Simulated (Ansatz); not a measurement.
# H on Mg(0001): change of the work function, part 2 of 3

Wanted: Δφ(θ) for H/Mg(0001), starting from the fcc site.

Ansatz 0.2.0; plane-wave DFT, PBE, Ansatz PAW.

So far, work function, upper face (eV): step 2 (the clean slab) 3.79.

### 3. The covered slab, k-mesh 6×6×1, coverage 0.25 ML

System of this step: H/Mg(0001). The cell holds 17 atoms: 16 Mg and 1 H. Its edges and angles: a = 6.420 Å, b = 6.420 Å, c = 26.448 Å, α = 90.0°, β = 90.0°, γ = 60.0°. Vacuum lies along c.

The clean slab as it ended is repeated in the plane and the adsorbate is set on one face; the cell's size fixes the coverage, and the k-mesh shrinks with it to keep the sampling density about even. Adsorbate and upper layers relax, since the dipole depends on the height.

Input file input.yaml:

```yaml
crystal:
  lattice:
    - [6.4199999999, 0.0, 0.0]
    - [3.21, 5.5598830922, 0.0]
    - [0.0, 0.0, 26.4482467452]
  atoms:
    - { symbol: Mg, position: [0.3333333333, 0.3333333333, 0.3402872064] }
    - { symbol: Mg, position: [0.0, 0.0, 0.4388389185] }
    - { symbol: Mg, position: [0.3333333333, 0.3333333333, 0.5375833635] }
    - { symbol: Mg, position: [0.0, 0.0, 0.6370269798] }
    - { symbol: Mg, position: [0.3333333333, 0.8333333333, 0.3402872064] }
    - { symbol: Mg, position: [0.0, 0.5, 0.4388389185] }
    - { symbol: Mg, position: [0.3333333333, 0.8333333333, 0.5375833635] }
    - { symbol: Mg, position: [0.0, 0.5, 0.6370269798] }
    - { symbol: Mg, position: [0.8333333333, 0.3333333333, 0.3402872064] }
    - { symbol: Mg, position: [0.5, 0.0, 0.4388389185] }
    - { symbol: Mg, position: [0.8333333333, 0.3333333333, 0.5375833635] }
    - { symbol: Mg, position: [0.5, 0.0, 0.6370269798] }
    - { symbol: Mg, position: [0.8333333333, 0.8333333333, 0.3402872064] }
    - { symbol: Mg, position: [0.5, 0.5, 0.4388389185] }
    - { symbol: Mg, position: [0.8333333333, 0.8333333333, 0.5375833635] }
    - { symbol: Mg, position: [0.5, 0.5, 0.6370269798] }
    - { symbol: H, position: [0.1666666667, 0.1666666667, 0.6597127936] }
kpoints:
  mp_grid: { grid: [6, 6, 1] }
hamiltonian:
  xc: pbe
scf:
  occupations: { method: fermi_dirac, width: 0.1 }
  convergence: { dr2_threshold: 1.0e-08 }
efield:
  axis: 3
  dipole_correction: true
  ramp_position: 0.97
  ramp_width: 0.06
relax:
  f_tol: 0.02
  max_steps: 60
  constraints: [{ sites: [0, 1, 4, 5, 8, 9, 12, 13] }]
output:
  dos: { projected: true, e_range: [-8, 4] }
  write_potential: true
  write_density: true
  volumetric_format: npy
  elf: true
```

On the command line:

```sh
$ ansatz run input.yaml --threads 2 --pin off --max-ram 3072MiB --backend cpu --events-out ev --progress --plain --runs-dir out
```

Numbers of over 12 decimals in the logs are rounded to 6 here.

What it wrote:

```text
[...]
Crystal: 17 atoms, lattice volume = 944.056 Å³
Basis set: ecut = 420 eV, 18497 PW (Γ), exchange–correlation on 90×90×360 points (8 copies of the dense FFT grid, shifted against one another)
Bands: 98, of which v1, the nominal top of the filled ones, is band 81 counted from 1 (80 counted from 0)
Symmetry: 6 space group operations
[...]
k-points: 7 of 36 (time reversal used)
[...]
SCF iter   1: F=—  HF=-30794.333807 eV  |F-HF|=—  |Δ(HF+E_count)|=         —  Δρ=1.13e-3  dr2=3.84e-1  ethr=1.77e-3  p=0.071 e·Å  D=1.36e-2 V/Å  ΔV_dip=-0.36 eV  dr2_dipole=2.01e-1  V_vac-E_F(+/−)=3.49/3.85 eV  ⟨swp⟩=15.0  Hψ=3834  notcnv=0  defer=3
[...]
SCF iter   7: F=-30794.320792 eV  HF=-30794.320792 eV  |F-HF|=2.23e-9  |Δ(HF+E_count)|=   3.16e-8  Δρ=3.01e-7  dr2=1.97e-9  ethr=6.21e-12  p=0.032 e·Å  D=6.05e-3 V/Å  ΔV_dip=-0.16 eV  dr2_dipole=2.27e-10  V_vac-E_F(+/−)=3.61/3.77 eV  ⟨swp⟩=14.0  Hψ=4104  notcnv=0
SCF 1 converged in 7 iterations: F = -30794.320792 eV  dr2 = 1.97e-9
[...]
relax step   1: F+E_penalty+E_count = -30794.32079234 eV  Δ(F+E_penalty+E_count) = +0.000e0 eV  max|allowed force component| = 3.442e-1 eV/Å  Δτ_max = 0.0000 Å  (7 SCF iters, accepted)
[...]
SCF iter   7: F=-30794.367232 eV  HF=-30794.367232 eV  |F-HF|=1.04e-9  |Δ(HF+E_count)|=   3.22e-8  Δρ=2.12e-7  dr2=6.42e-10  ethr=6.21e-12  p=0.020 e·Å  D=3.78e-3 V/Å  ΔV_dip=-0.10 eV  dr2_dipole=1.86e-12  V_vac-E_F(+/−)=3.66/3.76 eV  ⟨swp⟩=12.4  Hψ=3947  notcnv=0
SCF 2 converged in 7 iterations: F = -30794.367232 eV  dr2 = 6.42e-10
relax step   2: F+E_penalty+E_count = -30794.36723165 eV  Δ(F+E_penalty+E_count) = -4.644e-2 eV  max|allowed force component| = 6.723e-2 eV/Å  Δτ_max = 0.1935 Å  (7 SCF iters, accepted)
SCF iter   1: F=—  HF=-30794.371334 eV  |F-HF|=—  |Δ(HF+E_count)|=         —  Δρ=8.29e-4  dr2=8.56e-3  ethr=5.76e-5  p=0.020 e·Å  D=3.78e-3 V/Å  ΔV_dip=-0.10 eV  dr2_dipole=1.08e-3  V_vac-E_F(+/−)=3.66/3.76 eV  ⟨swp⟩=4.0  Hψ=1287  notcnv=0  defer=6
[...]
SCF iter   7: F=-30794.370288 eV  HF=-30794.370288 eV  |F-HF|=1.14e-9  |Δ(HF+E_count)|=   2.88e-8  Δρ=1.76e-7  dr2=1.23e-9  ethr=6.21e-12  p=0.016 e·Å  D=3.10e-3 V/Å  ΔV_dip=-0.08 eV  dr2_dipole=1.95e-10  V_vac-E_F(+/−)=3.67/3.76 eV  ⟨swp⟩=11.7  Hψ=3760  notcnv=0
SCF 3 converged in 7 iterations: F = -30794.370288 eV  dr2 = 1.23e-9
relax step   3: F+E_penalty+E_count = -30794.37028829 eV  Δ(F+E_penalty+E_count) = -3.057e-3 eV  max|allowed force component| = 2.202e-2 eV/Å  Δτ_max = 0.0631 Å  (7 SCF iters, accepted)
SCF iter   1: F=—  HF=-30794.370674 eV  |F-HF|=—  |Δ(HF+E_count)|=         —  Δρ=1.52e-4  dr2=2.22e-4  ethr=1.93e-6  p=0.016 e·Å  D=3.10e-3 V/Å  ΔV_dip=-0.08 eV  dr2_dipole=1.10e-5  V_vac-E_F(+/−)=3.67/3.76 eV  ⟨swp⟩=3.0  Hψ=1140  notcnv=0  defer=5
[...]
SCF iter   5: F=-30794.370563 eV  HF=-30794.370563 eV  |F-HF|=3.53e-10  |Δ(HF+E_count)|=   1.59e-8  Δρ=2.20e-7  dr2=6.60e-10  ethr=6.21e-12  p=0.017 e·Å  D=3.24e-3 V/Å  ΔV_dip=-0.09 eV  dr2_dipole=1.09e-10  V_vac-E_F(+/−)=3.67/3.76 eV  ⟨swp⟩=8.1  Hψ=3717  notcnv=0
SCF 4 converged in 5 iterations: F = -30794.370563 eV  dr2 = 6.60e-10
relax step   4: F+E_penalty+E_count = -30794.37056350 eV  Δ(F+E_penalty+E_count) = -2.752e-4 eV  max|allowed force component| = 1.678e-3 eV/Å  Δτ_max = 0.0121 Å  (5 SCF iters, accepted)
NSCF: frozen V_eff on 7 k-points
[...]
SCF converged after 5 iterations
Free energy (F): -30794.370563 eV
[...]
Internal energy: -30794.111338 eV  (E = F + TS)
E sigma→0 (E₀):  -30794.240951 eV
Entropy (-TS):   -0.259225 eV (-15.249 meV/atom)
Fermi energy:    0.000735 eV
Dipole field:    D = 0.003242 V/Å  (p = 0.016912 e·Å, saw-weighted, corrected)
Work function:   Φ+ = 3.6720 eV   Φ− = 3.7578 eV
[...]
--- Forces (eV/Å), atoms counted from 1 ---
  atom   1  Mg    -0.03917596    -0.02261825    -0.02817281
  atom   2  Mg     0.01844617     0.01064990     0.01878725
  atom   3  Mg     0.00041250     0.00023816    -0.00082981
  atom   4  Mg     0.00134916     0.00077894     0.00136108
  atom   5  Mg     0.00000000     0.04523650    -0.02817281
  atom   6  Mg    -0.00000000    -0.02129980     0.01878725
  atom   7  Mg    -0.00000000    -0.00047631    -0.00082981
  atom   8  Mg    -0.00000000    -0.00155788     0.00136108
  atom   9  Mg     0.03917596    -0.02261825    -0.02817281
  atom  10  Mg    -0.01844617     0.01064990     0.01878725
  atom  11  Mg    -0.00041250     0.00023816    -0.00082981
  atom  12  Mg    -0.00134916     0.00077894     0.00136108
  atom  13  Mg     0.00000000     0.00000000    -0.02625100
  atom  14  Mg    -0.00000000     0.00000000     0.05432160
  atom  15  Mg     0.00000000    -0.00000000    -0.00078287
  atom  16  Mg     0.00000000     0.00000000     0.00094871
  atom  17  H     -0.00000000     0.00000000    -0.00167848
  max |Σ_I F_I| component: 4.89e-6 eV/Å
--- Band table (eV; the first three rows and the last of 7) ---
  k-point 0: bands = [... 77 lower, -1.0813, -1.0813, -1.0605, -1.0378, -0.4294, 0.2251, 0.2251, 0.3084, ... 13 higher]
  k-point 1: bands = [... 77 lower, -0.9213, -0.7471, -0.6366, -0.3388, -0.1393, 0.0535, 0.3361, 0.7141, ... 13 higher]
  k-point 2: bands = [... 77 lower, -0.7577, -0.5641, -0.0202, 0.0945, 0.3945, 1.0120, 1.0139, 1.0812, ... 13 higher]
  k-point 6: bands = [... 77 lower, -0.3068, -0.2999, -0.1408, 0.3377, 0.3760, 0.4232, 0.5145, 0.5349, ... 13 higher]
--- Relaxed structure (4 steps of the walk, 4 accepted, 0 SCFs on fresh bases) ---
  F+E_penalty+E_count = -30794.37056350 eV   max|allowed force component| = 1.678e-3 eV/Å
  atoms:
    - { symbol: Mg, position: [0.333333, 0.333333, 0.340287] }
    - { symbol: Mg, position: [2.6667121670171395e-17, 2.6667121670171398e-17, 0.438839] }
    - { symbol: Mg, position: [0.332082, 0.332082, 0.537154] }
    - { symbol: Mg, position: [0.00128852, 0.00128852, 0.637323] }
    - { symbol: Mg, position: [0.333333, 0.833333, 0.340287] }
    - { symbol: Mg, position: [5.551115123125783e-17, 0.500000, 0.438839] }
    - { symbol: Mg, position: [0.332082, 0.835835, 0.537154] }
    - { symbol: Mg, position: [0.00128852, 0.497423, 0.637323] }
    - { symbol: Mg, position: [0.833333, 0.333333, 0.340287] }
    - { symbol: Mg, position: [0.500000, 2.66671216701714e-17, 0.438839] }
    - { symbol: Mg, position: [0.835835, 0.332082, 0.537154] }
    - { symbol: Mg, position: [0.497423, 0.00128852, 0.637323] }
    - { symbol: Mg, position: [0.833333, 0.833333, 0.340287] }
    - { symbol: Mg, position: [0.5, 0.500000, 0.438839] }
    - { symbol: Mg, position: [0.833333, 0.833333, 0.536765] }
    - { symbol: Mg, position: [0.5, 0.500000, 0.632929] }
    - { symbol: H, position: [0.166667, 0.166667, 0.668955] }
```

The job ended after 2.7 min (2 threads of Arm Neoverse N1, shared host; peak memory 1.7 GiB; 5.3 min of CPU time).

Relaxation path:

```csv
step,energy less that of the first step (eV),largest force component (eV/Å)
1,0.0000,0.3442
2,-0.0464,0.0672
3,-0.0495,0.0220
4,-0.0498,0.0017
```

Forces are held to the 6 operations that the run works with; a distortion that breaks them can't arise in this run.

The atoms that moved most (Å):

```csv
atom,dx,dy,dz,length
H17,0.000,0.000,0.244,0.244
Mg16,0.000,0.000,-0.108,0.108
Mg15,0.000,0.000,-0.022,0.022
Mg3,-0.012,-0.007,-0.011,0.018
Mg11,0.012,-0.007,-0.011,0.018
Mg7,0.000,0.014,-0.011,0.018
Mg8,0.000,-0.014,0.008,0.016
Mg12,-0.012,0.007,0.008,0.016
```

The relaxed structure:

```
Mg H
1.0
     6.42000    0.00000    0.00000
     3.21000    5.55988    0.00000
     0.00000    0.00000   26.44825
Mg H
16 1
Direct
  0.33333 0.33333 0.34029
  0.00000 0.00000 0.43884
  0.33208 0.33208 0.53715
  0.00129 0.00129 0.63732
  0.33333 0.83333 0.34029
  0.00000 0.50000 0.43884
  0.33208 0.83584 0.53715
  0.00129 0.49742 0.63732
  0.83333 0.33333 0.34029
  0.50000 0.00000 0.43884
  0.83584 0.33208 0.53715
  0.49742 0.00129 0.63732
  0.83333 0.83333 0.34029
  0.50000 0.50000 0.43884
  0.83333 0.83333 0.53676
  0.50000 0.50000 0.63293
  0.16667 0.16667 0.66896
```

Numbers from this step:

* energy at zero smearing: -30794.2410 eV
* work function, upper face: 3.672 eV
* work function, lower face: 3.758 eV
* dipole along the normal: 0.01691 e·Å
* step between the vacuum levels: -0.08575 eV

Running mean over 2.60652 Å of the planar mean; the ramp of the sawtooth is left out. The electron's electrostatic potential energy less the Fermi level by z:

```csv
z (Å),electron's electrostatic potential energy less the Fermi level (eV)
3.5,3.76
4.0,3.76
4.5,3.75
5.0,3.74
5.5,3.71
6.0,3.61
6.5,3.32
7.0,2.57
7.5,0.675
8.0,-2.10
8.5,-3.59
9.0,-4.02
9.5,-4.07
10.0,-4.03
10.5,-4.02
11.0,-4.01
11.5,-4.01
12.0,-4.01
12.5,-4.04
13.0,-4.06
13.5,-4.03
14.0,-4.01
14.5,-4.00
15.0,-3.98
15.5,-3.94
16.0,-4.02
16.5,-4.19
17.0,-4.13
17.5,-3.46
18.0,-1.41
18.5,1.30
19.0,2.76
19.5,3.37
20.0,3.58
20.5,3.64
21.0,3.66
21.5,3.67
22.0,3.67
22.5,3.67
23.0,3.67
```

The density of states has structure finer than the step of the table below, so its rows give means over 0.25 eV, whole bins alone (the curve runs from -8 to 1.98 eV). Peaks (eV: height): -4.810: 24.7, -3.700: 18.3, -1.410: 13.6, -0.240: 14.0, 0.420: 21.0, 0.720: 14.6, 1.320: 16.9.

Density of states against energy, zero at the Fermi level; means over each step:

```csv
energy (eV),density of states (states/eV a cell)
-7.00,0
-6.75,0.0754
-6.50,1.53
-6.25,1.83
-6.00,3.89
-5.75,3.93
-5.50,2.89
-5.25,1.31
-5.00,3.25
-4.75,6.03
-4.50,3.67
-4.25,1.53
-4.00,6.35
-3.75,6.45
-3.50,4.13
-3.25,3.87
-3.00,7.38
-2.75,4.67
-2.50,5.37
-2.25,4.14
-2.00,7.62
-1.75,5.54
-1.50,7.58
-1.25,3.90
-1.00,8.63
-0.75,9.40
-0.50,5.05
-0.25,8.42
0.00,7.73
0.25,5.58
0.50,7.79
0.75,7.25
1.00,9.84
1.25,9.99
1.50,8.85
1.75,7.91
```

Projected DOS per atom over height of the atomic layer and energy from the Fermi level. Layers: Mg4 Mg4 Mg4 Mg4 H from below.

Values in states/eV, 22 rows by 5 columns, each cell a mean:
```
0.08 0.10 0.09 0.10 0.05
0.13 0.12 0.11 0.13 0.06
0.21 0.14 0.15 0.20 0.05
0.15 0.11 0.10 0.17 0.09
0.12 0.14 0.14 0.15 0.06
0.15 0.14 0.15 0.16 0.11
0.26 0.21 0.19 0.27 0.10
0.25 0.28 0.29 0.21 0.18
0.39 0.31 0.30 0.37 0.11
0.28 0.24 0.22 0.24 0.15
0.33 0.32 0.34 0.24 0.14
0.30 0.24 0.23 0.25 0.17
0.30 0.27 0.25 0.23 0.33
0.21 0.23 0.27 0.16 0.13
0.22 0.18 0.25 0.11 0.32
0.19 0.20 0.28 0.09 0.37
0.11 0.26 0.09 0.10 0.41
0.09 0.19 0.17 0.32 0.93
0.02 0.09 0.14 0.11 0.16
0.00 0.00 0.00 0.00 0.00
0.00 0.00 0.00 0.00 0.00
0.00 0.00 0.00 0.00 0.00
```
Columns: height of the atomic layer (Å) from 9 to 17.7 (not evenly spaced); rows upwards: energy from the Fermi level (eV) from -7.96 to 1.95.

Electrostatic potential energy in the ca plane at fractional y = 0.000, with atoms of Mg within 0.2 Å of it. With pseudopotentials it is smooth inside the atoms' cores, unlike the true potential.

Ten even steps from '0' (-48 eV) to '9' (4 eV), each cell a mean:
```
99997300379999999985001689999999999999999999
99998744789999999987546899999999999999999999
89999888899988889998888999999999999999999999
88999999999988889999999999999999999999999999
88999999999988889999999999999999999999999999
89999888899988889998888999999999999999999999
99998744789999999987546899999999999999999999
99997300379999999985001689999999999999999999
99997200279999999984000689999999999999999999
99998511589999999986213789999999999999999999
89998877889998899998767899999999999999999999
88999988999988889999889999999999999999999999
88999999999987789999999999999999999999999999
88999988999988889999889999999999999999999999
89998877889998899998767899999999999999999999
99998511589999999986213789999999999999999999
99997200279999999984000689999999999999999999
```
Columns run along c (16.0 Å, from fractional 0.35 to 0.96 of the cell; values clipped at the 3rd and 97th percentile), rows up along a (6.4 Å). Atoms in or near the plane, at fractional coordinates: Mg at (0.44, 0.00), Mg at (0.64, 0.00), Mg at (0.44, 0.50), Mg at (0.64, 0.50).

ELF in the ca plane at fractional y = 0.000, with atoms of Mg within 0.2 Å of it. It is the smooth field of the valence electrons, not physical close to the nuclei.

Values, 9 rows by 16 columns, each cell a mean:
```
0.61 0.27 0.30 0.26 0.60 0.60 0.38 0.26 0.18 0.24 0.05 0.01 0.00 0.00 0.00 0.00
0.26 0.45 0.30 0.44 0.29 0.20 0.43 0.34 0.53 0.45 0.10 0.01 0.00 0.00 0.00 0.00
0.19 0.48 0.42 0.49 0.23 0.14 0.42 0.47 0.65 0.48 0.11 0.01 0.00 0.00 0.00 0.00
0.55 0.30 0.24 0.27 0.55 0.54 0.40 0.21 0.18 0.30 0.06 0.01 0.00 0.00 0.00 0.00
0.65 0.26 0.35 0.26 0.64 0.66 0.38 0.31 0.20 0.11 0.02 0.00 0.00 0.00 0.00 0.00
0.45 0.36 0.17 0.33 0.46 0.41 0.46 0.15 0.23 0.21 0.02 0.00 0.00 0.00 0.00 0.00
0.17 0.52 0.51 0.52 0.20 0.11 0.47 0.32 0.69 0.43 0.03 0.00 0.00 0.00 0.00 0.00
0.35 0.41 0.19 0.39 0.37 0.31 0.48 0.15 0.34 0.27 0.02 0.00 0.00 0.00 0.00 0.00
0.64 0.27 0.34 0.26 0.62 0.65 0.39 0.31 0.19 0.11 0.02 0.00 0.00 0.00 0.00 0.00
```
Columns run along c (16.0 Å, from fractional 0.35 to 0.96 of the cell), rows up along a (6.4 Å). Atoms in or near the plane, at fractional coordinates: Mg at (0.44, 0.00), Mg at (0.64, 0.00), Mg at (0.44, 0.50), Mg at (0.64, 0.50).

Valence density in the ca plane at fractional y = 0.000, with atoms of Mg within 0.2 Å of it. It is the smooth field of the valence electrons, not physical close to the nuclei.

Ten steps, logarithmic in the rise over the least value, from '0' (0 e/Å³) to '9' (24 e/Å³), each cell a mean:
```
00001488410000000002786100000000000000000000
00000133100000000001232000000000000000000000
00000000000000000000000000000000000000000000
00000000000000000000000000000000000000000000
00000000000000000000000000000000000000000000
00000000000000000000000000000000000000000000
00000144100000000001342000000000000000000000
00001488510000000003786100000000000000000000
00001599510000000003897200000000000000000000
00000366300000000002674100000000000000000000
00000011000000000000111000000000000000000000
00000000000000000000000000000000000000000000
00000000000000000000001100000000000000000000
00000000000000000000000000000000000000000000
00000011000000000000111000000000000000000000
00000366300000000001674100000000000000000000
00001599610000000003897200000000000000000000
```
Columns run along c (16.0 Å, from fractional 0.35 to 0.96 of the cell), rows up along a (6.4 Å). Atoms in or near the plane, at fractional coordinates: Mg at (0.44, 0.00), Mg at (0.64, 0.00), Mg at (0.44, 0.50), Mg at (0.64, 0.50).

The relaxation took 4 steps and lowered the energy by 0.050 eV; the largest force on the free atoms ends at 0.0017 eV/Å.

By hand: a sheet of dipoles makes a step −p/(ε₀A) in the electron's potential. With e/ε₀ = 180.95 V·Å, p = 0.01691 e·Å and A = 35.69 Å², that is −180.95 × (0.01691) / 35.69 = -0.086 eV, and the two vacuum levels of the run differ by -0.086 eV.

The covered face has 3.67 eV, -0.12 eV against the clean one; the bare back face has moved by -0.03 eV, a measure of how thin the slab is.

(Part 2 of 3 ends here.)

[Logs are printed without paths, hosts, clocks, repeated set-up lines and the standing remarks that a program may print on its own settings, such as how far it seeks lower states.]

[Hosts, paths, dates, database ids (printed as entryN), source tags and the programs' standing remarks are cut or masked in the printed files.]

[Maps of the electrostatic potential energy from Ansatz leave out the sawtooth potential of an applied field or a dipole correction, so their vacuum need not be flat; planar profiles and work functions include it.]

[The density of states shown here was stored with 400 of the rows of the run's finer table, so its peaks can read low, often by over a quarter, or be missed, and its means over a window can be off by a tenth or more.]
